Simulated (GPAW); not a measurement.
# Screening of a field by a 2-layer slab of Ir(100), part 2 of 2

Wanted: the out-of-plane polarisability of a 2-layer slab of Ir(100).

GPAW 26.7.0; GPAW, PAW setups; slab in vacuum.

So far. Step 8 (In a field): The dipole is now 0.0209 e Å, against 3.6e-5 in the run without a field. Step 9 (Field on): The dipole is now 0.0418 e Å, against 3.6e-5 in the run without a field.

### Step 10. Field on

run.py reads:

```python
import json
import numpy as np
from ase import Atoms
from gpaw import GPAW, PW
from gpaw.external import ConstantElectricField

slab = Atoms(
    ['Ir', 'Ir'],
    positions=[
        [1.35765, 1.35765, 9.00000],
        [-0.00000, -0.00000, 10.76332]],
    cell=[[2.71529, 0.0, 0.0], [0.0, 2.71529, 0.0], [0.0, 0.0, 19.92]],
    pbc=[True, True, False])

slab.calc = GPAW(mode=PW(400), xc='PBE', kpts={'size': (12, 12, 1), 'gamma': True},
                 occupations={'name': 'fermi-dirac', 'width': 0.1}, nbands='140%',
                 convergence={'density': 1e-05}, maxiter=200,
                 poissonsolver={'dipolelayer': 'xy'},
                 external=ConstantElectricField(0.3, [0, 0, 1]),
                 symmetry={'tolerance': 1e-3}, txt='slab.txt')
result = {}
energy = slab.get_potential_energy()
fermi = slab.calc.get_fermi_level()
v = slab.calc.get_electrostatic_potential().mean((0, 1)) - fermi
n = slab.calc.get_pseudo_density().mean((0, 1))
L = slab.cell[2, 2]
z = np.arange(len(v)) * L / len(v)
low, high = slab.positions[:, 2].min(), slab.positions[:, 2].max()
below, above = np.interp([low - 6.8, high + 6.8], z, v)
slopes = [np.interp(x, z, np.gradient(v, z)) for x in (low - 6.8, high + 6.8)]
eps = np.array([[slab.calc.get_eigenvalues(k, s) for k in range(len(slab.calc.get_ibz_k_points()))]
                for s in range(slab.calc.get_number_of_spins())]) - fermi
top, bottom = eps[eps < 0].max(), eps[eps > 0].min()
dipole = slab.get_dipole_moment()[2]
print(f'energy {energy:.4f} eV, Fermi level {fermi:.4f} eV, dipole {dipole:.5f} e A')
print(f'potential 6.8 A off the faces, from the Fermi level: lower {below:.4f} eV, upper {above:.4f} eV')
print(f'slope of the potential there: lower {slopes[0]:.5f}, upper {slopes[1]:.5f} eV/A')
print(f'nearest levels on the mesh: {top:.4f} and {bottom:.4f} eV')
print('magnetic moment', round(slab.get_magnetic_moment(), 3))
result.update(energy=energy, fermi=fermi, dipole=dipole, below=below, above=above, slopes=slopes, edges=[top, bottom],
              z=z.tolist(), v=v.tolist(), n=n.tolist(), positions=slab.positions.tolist(),
              forces=slab.get_forces(apply_constraint=False).tolist(), moments=slab.get_magnetic_moments().tolist())
json.dump(result, open('result.json', 'w'))
```

The run is started by

```console
$ OMP_NUM_THREADS=1 OPENBLAS_NUM_THREADS=1 python run.py
```

The log of the run:

```text
energy -16.0472 eV, Fermi level -1.7723 eV, dipole 0.06280 e A
potential 6.8 A off the faces, from the Fermi level: lower 6.4942 eV, upper 4.9519 eV
slope of the potential there: lower 0.00027, upper 0.00050 eV/A
nearest levels on the mesh: -0.0598 and 0.0477 eV
magnetic moment 0.0
```

Wall time 26 s (1 thread of AMD EPYC 9R45, shared host); peak memory 0.26 GiB.

Table of electrostatic potential energy of an electron (without an applied field's), less the Fermi level, planar mean by z:

| z (Å) | electrostatic potential energy of an electron (without an applied field's), less the Fermi level, planar mean (eV) |
| --- | --- |
| 0.0 | 5.72 |
| 0.5 | 6.49 |
| 1.0 | 6.49 |
| 1.5 | 6.49 |
| 2.0 | 6.49 |
| 2.5 | 6.49 |
| 3.0 | 6.49 |
| 3.5 | 6.49 |
| 4.0 | 6.49 |
| 4.5 | 6.49 |
| 5.0 | 6.49 |
| 5.5 | 6.49 |
| 6.0 | 6.46 |
| 6.5 | 6.39 |
| 7.0 | 6.11 |
| 7.5 | 5.09 |
| 8.0 | 1.29 |
| 8.5 | -11.6 |
| 9.0 | -25.8 |
| 9.5 | -13.3 |
| 10.0 | -7.41 |
| 10.5 | -21.7 |
| 11.0 | -22.3 |
| 11.5 | -4.87 |
| 12.0 | 2.44 |
| 12.5 | 4.32 |
| 13.0 | 4.79 |
| 13.5 | 4.91 |
| 14.0 | 4.94 |
| 14.5 | 4.95 |
| 15.0 | 4.95 |
| 15.5 | 4.95 |
| 16.0 | 4.95 |
| 16.5 | 4.95 |
| 17.0 | 4.95 |
| 17.5 | 4.95 |
| 18.0 | 4.95 |
| 18.5 | 4.95 |
| 19.0 | 4.95 |
| 19.5 | 4.95 |

The dipole is now 0.0628 e Å, against 3.6e-5 in the run without a field.

### Step 11. The series

The members are put on one axis.

This step: induced dipole against applied field (GPAW 26.7.0).

The dipole along the normal by field:

| field (V/Å) | dipole along the normal (e·Å) |
| --- | --- |
| -0.200 | -0.0420 |
| -0.100 | -0.0210 |
| -0.050 | -0.0105 |
| 0.000 | 3.6e-5 |
| 0.050 | 0.0104 |
| 0.100 | 0.0209 |
| 0.200 | 0.0418 |
| 0.300 | 0.0628 |

### Step 12. A changed run

One more run, with changed settings.

This step: GPAW, PAW setups; slab in vacuum (GPAW 26.7.0).

run.py, as its differences from that of step 10:

```diff
@@ -4,3 +4,2 @@
 from gpaw import GPAW, PW
-from gpaw.external import ConstantElectricField
 
@@ -15,6 +14,5 @@
 slab.calc = GPAW(mode=PW(400), xc='PBE', kpts={'size': (12, 12, 1), 'gamma': True},
-                 occupations={'name': 'fermi-dirac', 'width': 0.1}, nbands='140%',
-                 convergence={'density': 1e-05}, maxiter=200,
+                 occupations={'name': 'fermi-dirac', 'width': 1.0}, nbands='140%',
+                 convergence={'density': 1e-05}, maxiter=50,
                  poissonsolver={'dipolelayer': 'xy'},
-                 external=ConstantElectricField(0.3, [0, 0, 1]),
                  symmetry={'tolerance': 1e-3}, txt='slab.txt')
```

The log of the run:

```text
energy -16.5907 eV, Fermi level -1.5300 eV, dipole -0.00036 e A
potential 6.8 A off the faces, from the Fermi level: lower 5.5805 eV, upper 5.5893 eV
slope of the potential there: lower -0.01212, upper 0.01339 eV/A
nearest levels on the mesh: -0.1167 and 0.0260 eV
magnetic moment 0.0
```

Run time: 12 s. Hardware: 1 thread; peak memory 0.18 GiB.

The run finished. A setting was moved off its sound value on purpose, so it serves as a test and not as the result.

The fault put into the input: a smearing of electronvolts (width = 1.0).

The two runs compared:

| quantity | this run | sound run | difference |
| --- | --- | --- | --- |
| upper work function (eV) | 5.5893 | 5.6931 | -0.104 |
| lower work function (eV) | 5.5805 | 5.6918 | -0.111 |

One result that differs is the lower work function, 5.58 eV against 5.69 eV.

### Step 13. What came out

```yaml
work_function_both_faces: 5.69 eV
dipole_along_the_normal: 3.6e-5 e Å, near the numerical noise
induced_dipole_per_field: 0.210 e Å per V/Å
out_of_plane_polarisability_per_area_alpha_eps_0_a: 5.14 Å
```

In words: The field induces 0.210 e Å per V/Å, a polarisable thickness α/(ε0 A) of 5.14 Å beside 1.76 Å between the outermost nuclei. A perfect conductor would give the distance between its two image planes; a dielectric of thickness t gives t(1 - 1/ε). The induced dipole is linear in the field over this range. The runs had no spin polarisation, so a magnetic state, which thin layers of d-metal atoms can have, wasn't tested. The slab is only 1.8 Å thick between its outer nuclei, so the values belong to this film more than to the surface of the bulk metal. The in-plane lattice was kept as typed, which isn't the functional's own and leaves some strain; spin-orbit coupling and temperature are left out.

[Logs are printed without paths, hosts, clocks, repeated set-up lines and the standing remarks that a program may print on its own settings, such as how far it seeks lower states.]

[Hosts, paths, dates, database ids (printed as entryN), source tags and the programs' standing remarks are cut or masked in the printed files.]
